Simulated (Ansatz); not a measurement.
# Which magnetic ion is it?

A crystal has the composition RbMCl3, where M is a 3d element. A calculation (PBE+U, spin-orbit coupling in second variation, Ansatz) gives:

```
S                                : 1
g, averaged over the cell's ions : ⊥ 2.1473, ∥ 2.1467
moment in its sphere             : 1.63 μB
```

**Question.** Which ion is it, and why?

The crystal is RbNiCl3, space group P6_3/mmc. The spin sits on Ni, with 6 Cl at 2.40 Å round it. With the usual charges of the other elements M must be +2. High-spin ions of that charge with S = 1 are d8 and d2, Ni and Ti; the sign of the g shift picks Ni²⁺ d⁸. Low-spin ions are left aside. The shift is positive: in a shell more than half full the orbital moment adds to the spin.

[Logs are printed without paths, hosts, clocks, repeated set-up lines and the standing remarks that a program may print on its own settings, such as how far it seeks lower states.]

[Hosts, paths, dates, database ids (printed as entryN), source tags and the programs' standing remarks are cut or masked in the printed files.]
